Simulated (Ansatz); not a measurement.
# GeBr2 (model cell, started as CdI2 type): phonons and vibrational spectra, part 3 of 3

How does GeBr2 (model cell, started as CdI2 type) vibrate, and is this structure a minimum?

Ansatz 0.2.0; DFT PBEsol, scalar-relativistic, plane waves, PAW.

So far. Step 4 (Relaxing to small forces for the phonons): The largest force component left is 0.63 meV/Å and the pressure is 0.003 GPa, within the tolerances set. The cell now holds 29.68 Å³/atom. Step 5 (Modes at Γ): Before it was imposed, the acoustic sum rule was missed by 1.3e-4 eV/Å² and the charge sum rule by 0.0057 e. Small misses are needed for a sound result but don't prove that mesh and cutoff are converged. The relaxed cell has a = 3.974, c = 6.511 Å (conventional setting).

The structure was built from a prototype and need not be the compound's stable phase.

### Step 6. Phonons on a q mesh

Stability and thermal properties need the whole zone. Linear response on a 3×3×2 q mesh gives force constants as far as a supercell of that size would, and the tensors from the zone-centre run are typed in so that the long-range dipole term is interpolated apart.

File input.yaml:

```yaml
crystal:
  lattice:
    - [3.9736631182, 0.0, 0.0]
    - [-1.9868315591, 3.4412932065, 0.0]
    - [0.0, 0.0, 6.5109458601]
  atoms:
    - { symbol: Ge, position: [0.0, 0.0, 0.0] }
    - { symbol: Br, position: [0.3333333333, 0.6666666667, 0.2456994198] }
    - { symbol: Br, position: [0.6666666667, 0.3333333333, 0.7543005802] }
kpoints:
  mp_grid: { grid: [9, 9, 4] }
hamiltonian:
  xc: pbesol
scf:
  occupations: { method: fixed }
output:
  eigenvalues: true
phonons:
  method: dfpt
  qmesh: [3, 3, 2]
  temperatures: { t_max: 1000, t_step: 50 }
  qpath:
    path:
      - [[0.0, 0.0, 0.0], [0.5, 0.0, 0.0], [0.33333333, 0.33333333, 0.0], [0.0, 0.0, 0.0], [0.0, 0.0, 0.5], [0.5, 0.0, 0.5], [0.33333333, 0.33333333, 0.5], [0.0, 0.0, 0.5]]
      - [[0.5, 0.0, 0.5], [0.5, 0.0, 0.0]]
      - [[0.33333333, 0.33333333, 0.5], [0.33333333, 0.33333333, 0.0]]
    npoints: 10
  non_analytic_term:
    high_frequency_dielectric_tensor: [[6.5565, 0.0, 0.0], [0.0, 6.5565, 0.0], [0.0, 0.0, 4.0392]]
    born_effective_charges:
      - { species: Ge, tensor: [[4.3347, 0.0, 0.0], [0.0, 4.3347, 0.0], [0.0, 0.0, 1.4287]] }
      - { species: Br, tensor: [[-2.1673, 0.0, 0.0], [0.0, -2.1673, 0.0], [0.0, 0.0, -0.7144]] }
      - { species: Br, tensor: [[-2.1673, 0.0, 0.0], [0.0, -2.1673, 0.0], [0.0, 0.0, -0.7144]] }
    source: "zone-centre run at this cell"
```

Launch:

```bash
> ansatz run input.yaml --threads 4 --pin off --max-ram 7168MiB --backend cpu --events-out ev --progress --plain --runs-dir out
```

Numbers of over 12 decimals in the logs are rounded to 6 here.

What it wrote:

```text
Warning: phonons: the dynamical matrix that this run interpolates holds no multipole term above the dipole-dipole one, and a site of this crystal is no centre of inversion, so its interpolated transverse optical and acoustic branches and sound speeds can stay off near Gamma, and the density of states and the thermodynamics with them. What a run solves at a wave vector of phonons.qpoints, Gamma apart, where the deck admits one, is free of this, and under fd what a larger phonons.supercell samples
[...]
Crystal: 3 atoms, lattice volume = 89.034 Å³
Basis set: ecut = 420 eV, 1761 PW (Γ), exchange–correlation on 54×54×90 points (8 copies of the dense FFT grid, shifted against one another)
Bands: 18, of which v1, the nominal top of the filled ones, is band 14 counted from 1 (13 counted from 0)
Symmetry: 12 space group operations
k-points: 43 of 324
[...]
SCF iter   1: F=—  HF=-9728.123716 eV  |F-HF|=—  |Δ(HF+E_count)|=         —  Δρ=1.35e-3  dr2=1.58e-3  ethr=1.77e-3  ⟨swp⟩=5.1  Hψ=3499  notcnv=0  defer=73
[...]
SCF iter  10: F=-9728.122105 eV  HF=-9728.122105 eV  |F-HF|=0.00e0  |Δ(HF+E_count)|=  9.09e-12  Δρ=2.81e-8  dr2=1.12e-12  ethr=1.00e-12  ⟨swp⟩=7.8  Hψ=4905  notcnv=0
SCF 1 converged in 10 iterations: F = -9728.122105 eV  dr2 = 1.12e-12
[...]
DFPT response loops at q = (0, 0, 0) (fractional): preconditioner auto → Resta (q_TF=auto, 2.250 Å⁻¹)  ε∞=5.4 (no band partly filled); β = 1.00, the filter's whole step (`scf.mixing.beta` (0.50) is not read by the response loops at its default; to damp them type it under 1.00, their step now; it binds the ground state too); Broyden in place of MSR1
[...]
SCF converged after 10 iterations
Free energy (F): -9728.122105 eV
[...]
Internal energy: -9728.122105 eV  (E = F + TS)
E sigma→0 (E₀):  -9728.122105 eV
Fermi energy:    3.428921 eV
[...]
--- Band table (eV; the first three rows and the last of 43) ---
  k-point 0: bands = [... 10 lower, 1.9469, 1.9469, 2.0657, 2.3488, 5.7409, 6.9274, 6.9274, 10.5171]
  k-point 1: bands = [... 10 lower, 1.8407, 1.9968, 1.9968, 2.9952, 5.6267, 6.8751, 6.8751, 10.8852]
  k-point 2: bands = [... 10 lower, 1.8177, 2.0292, 2.0292, 3.3339, 5.5030, 6.8242, 6.8242, 11.1624]
  k-point 42: bands = [... 10 lower, -0.0581, 1.8841, 1.8841, 3.4289, 7.1238, 7.1238, 8.0199, 11.6249]
--- Phonons (Γ-DFPT): 4 representative perturbations + reference (Σ response iterations 12) ---
  ASR residual: 5.670e-5 → 0.000e0 eV/Å²; symmetrization residual: 3.644e-6 eV/Å²
  ASR residual per site (eV/Å²): 5.67e-5 2.61e-5 2.61e-5
  Γ frequencies (cm⁻¹): 0.00 0.00 0.00 69.14 69.14 105.55 105.55 130.19 198.56
--- Phonons (arbitrary-q DFPT): 6 irreducible q on the 3×3×2 mesh ---
  q = [0.0000, 0.0000, 0.0000] (star 1, of the zone-centre solve; hermiticity 1.01e-6, symmetrization 1.85e-12): -0.00 0.00 0.00 69.14 69.14 105.55 105.55 130.19 198.56
  q = [0.0000, 0.0000, -0.5000] (star 1, 4 solved perturbations in 276 linear systems a pass and spin channel, the states on 95 of 324 k-point pairs; hermiticity 9.70e-7, symmetrization 4.09e-12): 11.55 11.55 22.17 72.21 72.21 104.50 104.50 128.17 212.79
  q = [0.0000, 0.3333, 0.0000] (star 6, 6 solved perturbations on 180 of 324 k-point pairs; hermiticity 5.05e-7, symmetrization 5.23e-11): 35.55 45.81 58.47 70.73 79.01 102.35 124.01 132.00 191.31
[...]
sum rule: each row above includes the acoustic sum rule's correction from the zone centre's row sums; it moved no ω² by more than (0.46 cm⁻¹)²
  mesh force constants: q→R imaginary residual 0.00e0; ASR residual 5.670e-5 → 0.000e0 eV/Å²; symmetrization residual 3.997e-15 eV/Å²
  interpolated dispersion: 94 rows × 9 modes
  density of states and harmonic sums: on the 18×18×10 q-mesh, interpolated from the force constants of a 3×3×2 supercell (with the dipole–dipole term of supplied tensors)
  largest difference from the sums on the solved wave vectors: F 1.61e-2 eV, S 2.53e-5 and C_V 9.15e-6 eV/K
  zero-point energy: 0.051581 eV/cell   skipped modes (ω ≤ 0): 26, of them read as no rigid motion or as one in doubt: 23 (5.926e-2 modes/cell left out, lowest -23.23 cm⁻¹)   left out of the sums: 6.69e-3 of the cell's modes: C_V's classical limit lies that fraction below 3 k_B per atom; for a crystal, a wire or a layer, F and S can be off by more, and a phonons.interpolated_qmesh denser along its periods is the remedy for the sampling
```

Wall time 4.2 min (4 threads of Arm Neoverse N1, shared host); peak memory 0.93 GiB.

Numbers from this step:

```
sum-rule residual before enforcement                    : 5.67e-5 eV/Å²
lowest frequency on the path                            : -23.23 cm⁻¹
highest frequency on the path or at a solved wavevector : 212.8 cm⁻¹
lowest mode on the q mesh (acoustic modes at Γ apart)   : 7.52 cm⁻¹
```

Frequencies (cm⁻¹) solved at each irreducible wavevector; negative means imaginary. Frequencies by wavevector, by row:

| q in reciprocal lattice units | star | mode 1 | mode 2 | mode 3 | mode 4 | mode 5 | mode 6 | mode 7 | mode 8 | mode 9 |
| --- | --- | --- | --- | --- | --- | --- | --- | --- | --- | --- |
| 0 0 0 | 1 | 0 | 0 | 0 | 69.1 | 69.1 | 105.5 | 105.5 | 130.2 | 198.6 |
| 0 0 -0.5 | 1 | 11.6 | 11.6 | 22.2 | 72.2 | 72.2 | 104.5 | 104.5 | 128.2 | 212.8 |
| 0 0.3333 0 | 6 | 35.5 | 45.8 | 58.5 | 70.7 | 79 | 102.3 | 124 | 132 | 191.3 |
| 0 0.3333 -0.5 | 6 | 33.6 | 43.8 | 57.2 | 70.4 | 79.7 | 103.1 | 124.4 | 133.4 | 184.4 |
| 0.3333 0.3333 0 | 2 | 7.5 | 62.1 | 72.9 | 72.9 | 99.7 | 99.7 | 122 | 143.2 | 143.2 |
| 0.3333 0.3333 -0.5 | 2 | 19.8 | 62.3 | 75.1 | 75.1 | 98.3 | 98.3 | 121.3 | 146.2 | 146.2 |

Interpolated from a 3×3×2 q mesh, with the LO-TO term (at Γ the limit along the path; where Γ stands inside the path, tables give the limit on arrival). Phonon branches along the path, in cm⁻¹:

| point | branch 1 | branch 2 | branch 3 | branch 4 | branch 5 | branch 6 | branch 7 | branch 8 | branch 9 |
| --- | --- | --- | --- | --- | --- | --- | --- | --- | --- |
| Γ | 0 | 0 | 0 | 69 | 106 | 106 | 130 | 191 | 199 |
| halfway | 37 | 38 | 60 | 62 | 87 | 102 | 124 | 156 | 192 |
| M | -10 | 41 | 56 | 68 | 82 | 104 | 108 | 129 | 189 |
| halfway | 18 | 58 | 61 | 77 | 87 | 103 | 114 | 126 | 174 |
| K | 8 | 62 | 73 | 73 | 100 | 100 | 122 | 143 | 143 |
| halfway | 41 | 43 | 67 | 68 | 87 | 95 | 122 | 155 | 184 |
| Γ | 0 | 0 | 0 | 69 | 106 | 106 | 130 | 191 | 199 |
| halfway | 8 | 8 | 16 | 71 | 71 | 105 | 105 | 129 | 212 |
| A | 12 | 12 | 22 | 72 | 72 | 104 | 104 | 128 | 213 |
| halfway | 37 | 40 | 57 | 62 | 90 | 102 | 123 | 154 | 180 |
| L | -23 | 37 | 58 | 70 | 82 | 105 | 109 | 131 | 186 |
| halfway | 16 | 59 | 60 | 78 | 87 | 103 | 116 | 128 | 173 |
| H | 20 | 62 | 75 | 75 | 98 | 98 | 121 | 146 | 146 |
| halfway | 41 | 42 | 66 | 68 | 90 | 94 | 121 | 159 | 170 |
| A | 12 | 12 | 22 | 72 | 72 | 104 | 104 | 128 | 213 |
| jump to L | -23 | 37 | 58 | 70 | 82 | 105 | 109 | 131 | 186 |
| halfway | -18 | 39 | 57 | 69 | 82 | 105 | 109 | 130 | 187 |
| M | -10 | 41 | 56 | 68 | 82 | 104 | 108 | 129 | 189 |
| jump to H | 20 | 62 | 75 | 75 | 98 | 98 | 121 | 146 | 146 |
| halfway | 15 | 62 | 74 | 74 | 99 | 99 | 122 | 145 | 145 |
| K | 8 | 62 | 73 | 73 | 100 | 100 | 122 | 143 | 143 |

The phonon branches as a text plot (rows in cm⁻¹):

```
    208 |                      ******                  **
    198 |**                  **      *                *
    188 |**********       *****         ****         *   ****
    178 |  *             * *          **    *       *
    169 |   *      *    *                    *    ***
    159 |           * **  *           *       * **
    149 |                                      *   * *       ***
    139 |    *       *  **           * *      * ***             *
    129 |**** ******* **   ***********  ******        *******
    119 |    * *   ********         * ** *   *********       ****
    110 |*      ***          ***** *      ***         ** ****
    100 | *******************     ********  ************* *******
     90 |   *      *   ** *        *  *      *   **    *
     80 |    *******     *             ******** ** *     ****
     70 |*** ** **  ****************** ** **  *******************
     60 |   *************             * *********** *    ********
     51 |   * *   *      *             *    *      *
     41 |  * * ***      ****         *******       ***   ****
     31 | *** *        *   **       **  *        ** * *
     21 | **   *   *       **    *****       ****    ****    **
     11 |**     * * ***     ** *****     *  *          **      **
      1 |                     **
     -8 |        *                                          *
    -18 |                                 **             ***
         Γ      M    K        Γ   A       L    H       A|L M|H  K
```

The phonon density of states has structure finer than the step of the table below, so its rows give means over 10 cm⁻¹, whole bins alone (the curve runs from -23 to 213 cm⁻¹). Peaks (cm⁻¹: height): 39.0: 0.0779, 59.0: 0.131, 67.0: 0.118, 75.0: 0.0855, 81.0: 0.099, 101.0: 0.168, 123.0: 0.229.

Tetrahedra on a 18×18×10 mesh, mean over bins of 2 cm-1. Interpolated from a 3×3×2 q mesh. Table of phonon density of states by wavenumber; means over each step:

wavenumber (cm⁻¹), phonon density of states (1/cm⁻¹/cell) and a bar:
```
      -10      0.002 
        0      0.003 
       10      0.010 ##
       20      0.032 ########
       30      0.042 ###########
       40      0.064 #################
       50      0.037 ##########
       60      0.096 #########################
       70      0.096 #########################
       80      0.059 ###############
       90      0.040 ##########
      100      0.113 ##############################
      110      0.019 ####
      120      0.079 #####################
      130      0.062 ################
      140      0.015 ####
      150      0.014 ###
      160      0.019 ####
      170      0.023 ######
      180      0.040 ##########
      190      0.029 #######
      200      0.005 #
```

The partial phonon density of states has structure finer than the step of the table below, so its rows give means over 10 cm⁻¹, whole bins alone (the curve runs from -31.7 to 229 cm⁻¹). Peaks (cm⁻¹: height): Br 40.5: 0.0569, 68.4: 0.0636, 101.2: 0.130, 124.2: 0.130; Ge 38.9: 0.0190, 60.2: 0.0704, 81.5: 0.0334, 184.9: 0.0356.

Phonopy on the run's constants, 17x17x9 mesh, Gaussian sigma 2.0 cm-1. Interpolated from a 3×3×2 q mesh. The partial phonon density of states by wavenumber; means over each step; values in 1/cm⁻¹/cell:

| wavenumber (cm⁻¹) | Br | Ge |
| --- | --- | --- |
| -20 | 0.00183 | 2.4e-4 |
| -10 | 0.00270 | 3.4e-4 |
| 0 | 0.00177 | 2.6e-4 |
| 10 | 0.00829 | 0.00191 |
| 20 | 0.0261 | 0.00535 |
| 30 | 0.0319 | 0.00983 |
| 40 | 0.0490 | 0.0157 |
| 50 | 0.0291 | 0.0101 |
| 60 | 0.0400 | 0.0554 |
| 70 | 0.0575 | 0.0347 |
| 80 | 0.0362 | 0.0234 |
| 90 | 0.0297 | 0.0129 |
| 100 | 0.0959 | 0.00780 |
| 110 | 0.0245 | 0.00178 |
| 120 | 0.0681 | 0.00561 |
| 130 | 0.0548 | 0.0111 |
| 140 | 0.00682 | 0.00814 |
| 150 | 0.00558 | 0.00932 |
| 160 | 0.00539 | 0.0129 |
| 170 | 0.00596 | 0.0178 |
| 180 | 0.00935 | 0.0288 |
| 190 | 0.00752 | 0.0220 |
| 200 | 0.00148 | 0.00306 |
| 210 | 6.9e-4 | 0.00146 |
| 220 | 1.5e-5 | 3.3e-5 |

Symmetry leaves 6 wavevectors to solve. The lowest mode among them, the acoustic zeros apart, lies at q = (0.333, 0.333, 0) and is real, 7.5 cm⁻¹. Between them the interpolated path dips to 23i cm⁻¹.

### Step 7. Isotope substitution, element Br, natural mass 79.904 amu

An isotope changes the mass and not the force constants, so no new electronic calculation is needed; the shifts show which modes move this element.

The same force constants with the mass of Br changed from 79.904 to 80.916 u (phonopy, no LO-TO term). Both lists are sorted by frequency; levels can cross, so a row need not hold one and the same mode. Modes under 3 cm⁻¹ are left out. Isotope shifts, by row:

| q | rank | natural mass (cm⁻¹) | changed mass (cm⁻¹) |
| --- | --- | --- | --- |
| 0 0 0 | 4 | 69.14 | 69 |
| 0 0 0 | 5 | 69.14 | 69 |
| 0 0 0 | 6 | 105.5 | 104.9 |
| 0 0 0 | 7 | 105.5 | 104.9 |
| 0 0 0 | 8 | 130.2 | 129.4 |
| 0 0 0 | 9 | 198.6 | 198.2 |
| 0 0 -0.5 | 1 | 11.55 | 11.5 |
| 0 0 -0.5 | 2 | 11.55 | 11.5 |
| 0 0 -0.5 | 3 | 22.17 | 22.08 |
| 0 0 -0.5 | 4 | 72.21 | 72.05 |
| 0 0 -0.5 | 5 | 72.21 | 72.05 |
| 0 0 -0.5 | 6 | 104.5 | 103.8 |
| 0 0 -0.5 | 7 | 104.5 | 103.8 |
| 0 0 -0.5 | 8 | 128.2 | 127.4 |
| 0 0 -0.5 | 9 | 212.8 | 212.4 |
| 0 0.3333 0 | 1 | 35.55 | 35.37 |
| 0 0.3333 0 | 2 | 45.81 | 45.53 |
| 0 0.3333 0 | 3 | 58.47 | 58.44 |
| 0 0.3333 0 | 4 | 70.73 | 70.35 |
| 0 0.3333 0 | 5 | 79.01 | 78.73 |
| 0 0.3333 0 | 6 | 102.3 | 101.7 |
| 0 0.3333 0 | 7 | 124 | 123.2 |
| 0 0.3333 0 | 8 | 132 | 131.5 |
| 0 0.3333 0 | 9 | 191.3 | 191 |
| 0 0.3333 -0.5 | 1 | 33.61 | 33.45 |
| 0 0.3333 -0.5 | 2 | 43.75 | 43.47 |
| 0 0.3333 -0.5 | 3 | 57.22 | 57.2 |
| 0 0.3333 -0.5 | 4 | 70.43 | 70.06 |
| 0 0.3333 -0.5 | 5 | 79.66 | 79.39 |
| 0 0.3333 -0.5 | 6 | 103.1 | 102.5 |
| 0 0.3333 -0.5 | 7 | 124.4 | 123.6 |
| 0 0.3333 -0.5 | 8 | 133.4 | 132.9 |
| 0 0.3333 -0.5 | 9 | 184.4 | 184.1 |

A mode of this element alone would shift by -0.63 %. The highest zone-centre frequency without the field goes from 198.6 to 198.2 cm⁻¹ (-0.2 %). The product of the frequency ratios over all optical modes at Γ is 0.976; the product rule, (m/m′)^(3k/2) (M′/M)^(3/2) with k = 2 such atoms and M the mass of the cell, gives 0.976.

### Step 8. Isotope substitution, element Ge, natural mass 72.63 amu

The same for Ge, from 72.63 to 75.92 u.

A mode of this element alone would shift by -2.19 %. The highest zone-centre frequency without the field goes from 198.6 to 195.6 cm⁻¹ (-1.5 %). The product of the frequency ratios over all optical modes at Γ is 0.956; the product rule, (m/m′)^(3k/2) (M′/M)^(3/2) with k = 1 such atoms and M the mass of the cell, gives 0.956.

### Step 9. Outcome

| Quantity | Value |
| --- | --- |
| space group after relaxation (within 0.01 Å) | P-3m1 |
| volume per atom | 29.7 Å³ |
| gap on the k-mesh | 2.07 eV |
| highest optical mode at the zone centre (no LO-TO term) | 199 cm⁻¹ |
| top of the zone-centre spectrum with the field | 212 cm⁻¹ |
| lowest optical zone-centre mode | 69.1 cm⁻¹ |
| mean high-frequency dielectric constant | 5.72 |
| mean static dielectric constant | 34.9 |
| largest Born charge (third of the trace) | 3.37 e |
| lowest mode on the q mesh (acoustic modes at Γ apart) | 7.5 cm⁻¹ |
| highest frequency on the path or at a solved wavevector | 213 cm⁻¹ |
| imaginary modes on the 3×3×2 q mesh | none |

In words: No mode is imaginary at the 6 irreducible wavevectors solved, but between them the interpolated path dips to 23.2i cm⁻¹, so stability is not settled. Without the field, the optical modes at Γ span 69 to 199 cm⁻¹. The highest mode in this list at Γ, 198.6 cm⁻¹, has its largest share on Ge (69 % of the kinetic energy). With the macroscopic field of the longitudinal modes the top of the zone-centre spectrum lies at 212 cm⁻¹, against 199 cm⁻¹ without it. Lattice motion raises the mean dielectric constant from 5.717 to 34.91. The strongest infrared line is at 69 cm⁻¹. Averaged over orientations, the strongest Raman line at 532 nm and 300 K is at 130 cm⁻¹. The tensors are the static, non-resonant ones, while 532 nm light (2.33 eV) lies above the computed gap. The interpolated path dips to 23i cm⁻¹ between the solved wavevectors, which may come from the interpolation; a denser q mesh would tell. The program warns that the interpolation holds no quadrupole term, so branches close to Γ can be off in this crystal. The starting cell was built on a prototype and not taken from a measurement, so the phase need not exist. These are harmonic frequencies at zero temperature: anharmonic shifts, linewidths and thermal expansion are left out.

[Logs are printed without paths, hosts, clocks, repeated set-up lines and the standing remarks that a program may print on its own settings, such as how far it seeks lower states.]

[Hosts, paths, dates, database ids (printed as entryN), source tags and the programs' standing remarks are cut or masked in the printed files.]
